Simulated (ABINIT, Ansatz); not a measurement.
# KCl (Sylvite): bands and cutoff in G0W0 with ABINIT, part 2 of 2

Wanted: a converged G0W0 gap of KCl (Sylvite), or an estimate of the limit.

ABINIT 10.8.3; PBE and many-body steps on it, plane waves. Known limits of the many-body steps: not at the basis limit.

So far. Step 3 (Screening, 4×4×4 mesh, 31 bands, screening to 76.2 eV): Local fields lower ε∞ by 16 %. Step 4 (31 bands, 76.2 eV): The gap on the mesh goes from 5.19 eV to 7.86 eV, a correction of +2.67 eV.

**6. 83 bands, 141.5 eV**

This step: G0W0 on PBE, plane waves, norm-conserving pseudopotentials.

Contents of run.abi:

```
acell 3*1.0 Angstrom
rprim 
  -0.000000000000 3.146470000000 3.146470000000
  3.146470000000 0.000000000000 3.146470000000
  3.146470000000 3.146470000000 -0.000000000000
ntypat 2
znucl 19 17
natom 2
typat 1 2
xred 
  0.000000000000 0.000000000000 0.000000000000
  0.500000000000 0.500000000000 0.500000000000
pp_dirpath "pseudos"
pseudos "K.upf, Cl.upf"
ecut 33
ngkpt 4 4 4
nshiftk 1
shiftk 0 0 0
kptopt 1
chksymbreak 0
istwfk *1
occopt 1
irdwfk 1
optdriver 4
nband 83
gwcalctyp 0
ecutsigx 33
symsigma 1
nkptgw 1
kptgw 
  0.0000000000 0.0000000000 0.0000000000
bdgw 
  6 12
ecuteps 5.2
irdscr 1
ppmodel 1
indata_prefix "in"
outdata_prefix "out"
tmpdata_prefix "tmp"
```

Run with:

```
$ OMP_NUM_THREADS=1 mpirun -n 4 abinit run.abi > log
```

The log of the run:

```text
.Version 10.8.3 of ABINIT. v10.8.2 released Aug 2026.

 Symmetries : space group Fm -3 m (#225); Bravais cF (face-center cubic)
[... echo of the input left out ...]
== DATASET  1 ==================================================================
-   mpi_nproc: 4, omp_nthreads: 1 (-1 if OMP is not activated)

--- !DatasetInfo
iteration_state: {dtset: 1, }
dimensions: {natom: 2, nkpt: 8, mband: 83, nsppol: 1, nspinor: 1, nspden: 1, mpw: 3839, }
cutoff_energies: {ecut:  33.0, pawecutdg:  -1.0, }
electrons: {nelect:   1.60000000E+01, charge:   0.00000000E+00, occopt:   1.00000000E+00, tsmear:   1.00000000E-02, }

 SIGMA: Calculation of the GW corrections

 Based on a program developped by R.W. Godby, V. Olevano, G. Onida, and L. Reining.
 Incorporated in ABINIT by V. Olevano, G.-M. Rignanese, and M. Torrent.
.Using double precision arithmetic ; gwpc =  8

[... cell and pseudopotentials left out ...]
--------------------------------------------------------------------------------

 ==== K-mesh for the wavefunctions ====
 Number of points in the irreducible wedge :     8
[... list of points left out ...]
 Together with 48 symmetry operations and time-reversal symmetry
 yields    64 points in the full Brillouin Zone.

 ==== Q-mesh for screening function ====
 Number of points in the irreducible wedge :     8
[... list of points left out ...]
 Together with 48 symmetry operations and time-reversal symmetry
 yields    64 points in the full Brillouin Zone.

 vcoul_init : cutoff-mode = AUXILIARY_FUNCTION
 q-points for optical limit:   1
     1)      0.000010    0.000020    0.000030
 setmesh: FFT mesh size selected  =    45x   45x   45
          total number of points  =        91125

 Number of electrons calculated from density =   16.0000; Expected =   16.0000
[...]
number of q-points in BZ                           64
 number of frequencies for dSigma/dE                 9
 frequency step for dSigma/dE [eV]                0.25
 number of omega for Sigma on real axis              0
 max omega for Sigma on real axis  [eV]           0.00
 zcut for avoiding poles [eV]                     0.10

 EPSILON^-1 parameters (SCR file):
 dimension of the eps^-1 matrix on file            259
 dimension of the eps^-1 matrix used               259
 number of plane-waves for wavefunctions          3839
 number of bands                                    83
 number of q-points in IBZ                           8
 number of frequencies                               2
 number of real frequencies                          1
 number of imag frequencies                          1

 matrix elements of self-energy operator (all in [eV])

 Perturbative Calculation

--- !SelfEnergy_ee
iteration_state: {dtset: 1, }
kpoint     : [   0.000,    0.000,    0.000, ]
spin       : 1
KS_gap     :    5.190
QP_gap     :    7.964
Delta_QP_KS:    2.775
data: !SigmaeeData |
     Band     E0 <VxcDFT>   SigX SigC(E0)      Z dSigC/dE  Sig(E)    E-E0       E
        6  -0.231 -14.148 -18.664   2.083   0.811  -0.233 -16.122  -1.974  -2.206
        7  -0.231 -14.148 -18.664   2.083   0.811  -0.233 -16.122  -1.974  -2.206
        8  -0.231 -14.148 -18.664   2.083   0.811  -0.233 -16.122  -1.974  -2.206
        9   4.958  -6.955  -3.245  -2.793   0.874  -0.144  -6.154   0.801   5.759
       10   8.135  -8.956  -4.051  -2.823   0.870  -0.149  -7.144   1.812   9.947
       11   8.135  -8.956  -4.051  -2.823   0.870  -0.149  -7.144   1.812   9.947
       12   8.135  -8.956  -4.051  -2.823   0.870  -0.149  -7.144   1.812   9.947

== END DATASET(S) ==============================================================
================================================================================

 -outvars: echo values of variables after computation  --------
           etotal      0.0000000000E+00
            nband          83
             nkpt           8
          spgroup         225
 [... the other variables as echoed above ...]

 Calculation completed.
```

Run time: 9.3 s. Hardware: 4 MPI ranks of Intel Xeon Platinum 8259CL at 2.50GHz (Skylake/Cascade Lake), shared host; peak memory 0.94 GiB.

Numbers from this step:

```yaml
g0w0_gap_on_the_points_computed: 7.965 eV
starting_gap_on_the_mesh: 5.190 eV
k_of_the_valence_top: 0, 0, 0
k_of_the_conduction_bottom: 0, 0, 0
z_at_the_valence_top: 0.811
z_at_the_conduction_bottom: 0.874
least_direct_g0w0_gap_on_the_computed_points: 7.965 eV
```

Against G0W0 in ABINIT (4×4×4 mesh, 31 bands, screening to 76.2 eV, Godby-Needs plasmon pole), the gap moves by +0.103 eV.

**7. Screening, 4×4×4 mesh, 193 bands, screening to 217.7 eV**

This step: RPA screening on PBE, plane waves, norm-conserving pseudopotentials.

Edit run.abi of step 6 so:

```diff
@@ -23,15 +23,8 @@
 irdwfk 1
-optdriver 4
-nband 83
-gwcalctyp 0
-ecutsigx 33
-symsigma 1
-nkptgw 1
-kptgw 
-  0.0000000000 0.0000000000 0.0000000000
-bdgw 
-  6 12
-ecuteps 5.2
-irdscr 1
-ppmodel 1
+optdriver 3
+nband 193
+ecuteps 8
+inclvkb 2
+awtr 1
+symchi 1
 indata_prefix "in"
```

The log of the run:

```text
.Version 10.8.3 of ABINIT. v10.8.2 released Aug 2026.

 Symmetries : space group Fm -3 m (#225); Bravais cF (face-center cubic)
[... echo of the input left out ...]
== DATASET  1 ==================================================================
-   mpi_nproc: 4, omp_nthreads: 1 (-1 if OMP is not activated)

--- !DatasetInfo
iteration_state: {dtset: 1, }
dimensions: {natom: 2, nkpt: 8, mband: 193, nsppol: 1, nspinor: 1, nspden: 1, mpw: 3839, }
cutoff_energies: {ecut:  33.0, pawecutdg:  -1.0, }
[...]
--------------------------------------------------------------------------------
[... chi0 elements left out ...]
 For q-point:  0.000010 0.000020 0.000030
  dielectric constant =   2.1775
  dielectric constant without local fields =   2.5853

  Average fulfillment of the sum rule on Im[epsilon] for q-point    1 :     79.29  [%]
[... wings left out ...]
  q-point number  2        q = ( 0.250000, 0.000000, 0.000000) [r.l.u.]
--------------------------------------------------------------------------------
[... chi0 elements left out ...]
  Average fulfillment of the sum rule on Im[epsilon] for q-point    2 :     83.16  [%]

 [... 6 further q-points ...]
```

Run time: 2.2 min. Hardware: 4 MPI ranks; peak memory 1.8 GiB; 8.6 min of CPU time.

Numbers from this step:

| Property | Result |
| --- | --- |
| ε∞ with local fields, on this mesh, along the program's q direction | 2.178 |
| the same without local fields | 2.585 |
| plasma frequency | 18.82 eV |
| plane waves in the screening matrix | 459 |

**8. 193 bands, 217.7 eV**

This step: G0W0 on PBE, plane waves, norm-conserving pseudopotentials.

Edit run.abi of step 7 so:

```diff
@@ -23,8 +23,15 @@
 irdwfk 1
-optdriver 3
+optdriver 4
 nband 193
+gwcalctyp 0
+ecutsigx 33
+symsigma 1
+nkptgw 1
+kptgw 
+  0.0000000000 0.0000000000 0.0000000000
+bdgw 
+  6 12
 ecuteps 8
-inclvkb 2
-awtr 1
-symchi 1
+irdscr 1
+ppmodel 1
 indata_prefix "in"
```

The log of the run:

```text
.Version 10.8.3 of ABINIT. v10.8.2 released Aug 2026.

 Symmetries : space group Fm -3 m (#225); Bravais cF (face-center cubic)
[... echo of the input left out ...]
== DATASET  1 ==================================================================
-   mpi_nproc: 4, omp_nthreads: 1 (-1 if OMP is not activated)

--- !DatasetInfo
iteration_state: {dtset: 1, }
dimensions: {natom: 2, nkpt: 8, mband: 193, nsppol: 1, nspinor: 1, nspden: 1, mpw: 3839, }
cutoff_energies: {ecut:  33.0, pawecutdg:  -1.0, }
[...]
10   8.135  -8.956  -4.051  -3.030   0.867  -0.153  -7.330   1.627   9.762
       11   8.135  -8.956  -4.051  -3.030   0.867  -0.153  -7.330   1.627   9.762
       12   8.135  -8.956  -4.051  -3.030   0.867  -0.153  -7.330   1.627   9.762

== END DATASET(S) ==============================================================
================================================================================

 -outvars: echo values of variables after computation  --------
           etotal      0.0000000000E+00
            nband         193
             nkpt           8
          spgroup         225
 [... the other variables as echoed above ...]

 Calculation completed.
```

The job ended after 38 s (4 MPI ranks; peak memory 2 GiB; 2.5 min of CPU time).

This step gave:

* G0W0 gap on the points computed: 8.109 eV
* starting gap on the mesh: 5.190 eV
* k of the valence top: 0, 0, 0
* k of the conduction bottom: 0, 0, 0
* least direct G0W0 gap on the computed points: 8.109 eV

Against G0W0 in ABINIT (4×4×4 mesh, 83 bands, screening to 141.5 eV, Godby-Needs plasmon pole), the gap moves by +0.144 eV.

**9. Side by side**

Times are wall times on 4 MPI ranks of Intel Xeon Platinum 8259CL at 2.50GHz (Skylake/Cascade Lake), shared host, good to a factor of about two. A run's time includes the screening step that it read.

| run | mesh | bands | screening cutoff (eV) | DFT gap (eV) | gap on the mesh (eV) | direct (eV) | ε∞ used | time |
| --- | --- | --- | --- | --- | --- | --- | --- | --- |
| 31 bands, 76.2 eV | 4×4×4 | 31 | 76.2 | 5.190 | 7.862 | 7.862 | 2.17 | 14 s |
| 83 bands, 141.5 eV | 4×4×4 | 83 | 141.5 | 5.190 | 7.965 | 7.965 | 2.18 | 41 s |
| 193 bands, 217.7 eV | 4×4×4 | 193 | 217.7 | 5.190 | 8.109 | 8.109 | 2.18 | 2.8 min |

**10. Outcome**

```yaml
31_bands_76p2_ev: 7.862 eV
83_bands_141p5_ev: 7.965 eV
193_bands_217p7_ev: 8.109 eV
known_limits: not at the basis limit
```

From the first rung to the last the gap moves by +0.25 eV for 12 times the time. The steps are not yet shrinking, so no limit is drawn. In the first G0W0 run levels were corrected at 1 k point alone, so a gap called «on the mesh» is the least over those, and an edge elsewhere would be missed.

[Paths, hosts, dates, memory and timing lines, banners, echoed tables and standing remarks are left out of the program output.]

[Logs are printed without paths, hosts, clocks, repeated set-up lines and the standing remarks that a program may print on its own settings, such as how far it seeks lower states.]

[Runs of the session that timed out or met a known fault of the program may be left out.]

[No measured gap is set beside runs whose start may be inverted or whose files or cutoffs have a known fault.]

[Hosts, paths, dates, database ids (printed as entryN), source tags and the programs' standing remarks are cut or masked in the printed files.]

[G0W0 gaps are taken among the corrected bands and points alone; a level outside them can change the order at an edge.]

[Where Ansatz stands beside ABINIT at settings called matched, ABINIT's density can come from a denser mesh and the files from another edition; pairs whose starting gaps differed by over 0.03 eV were left out, so agreement reads better than it is.]
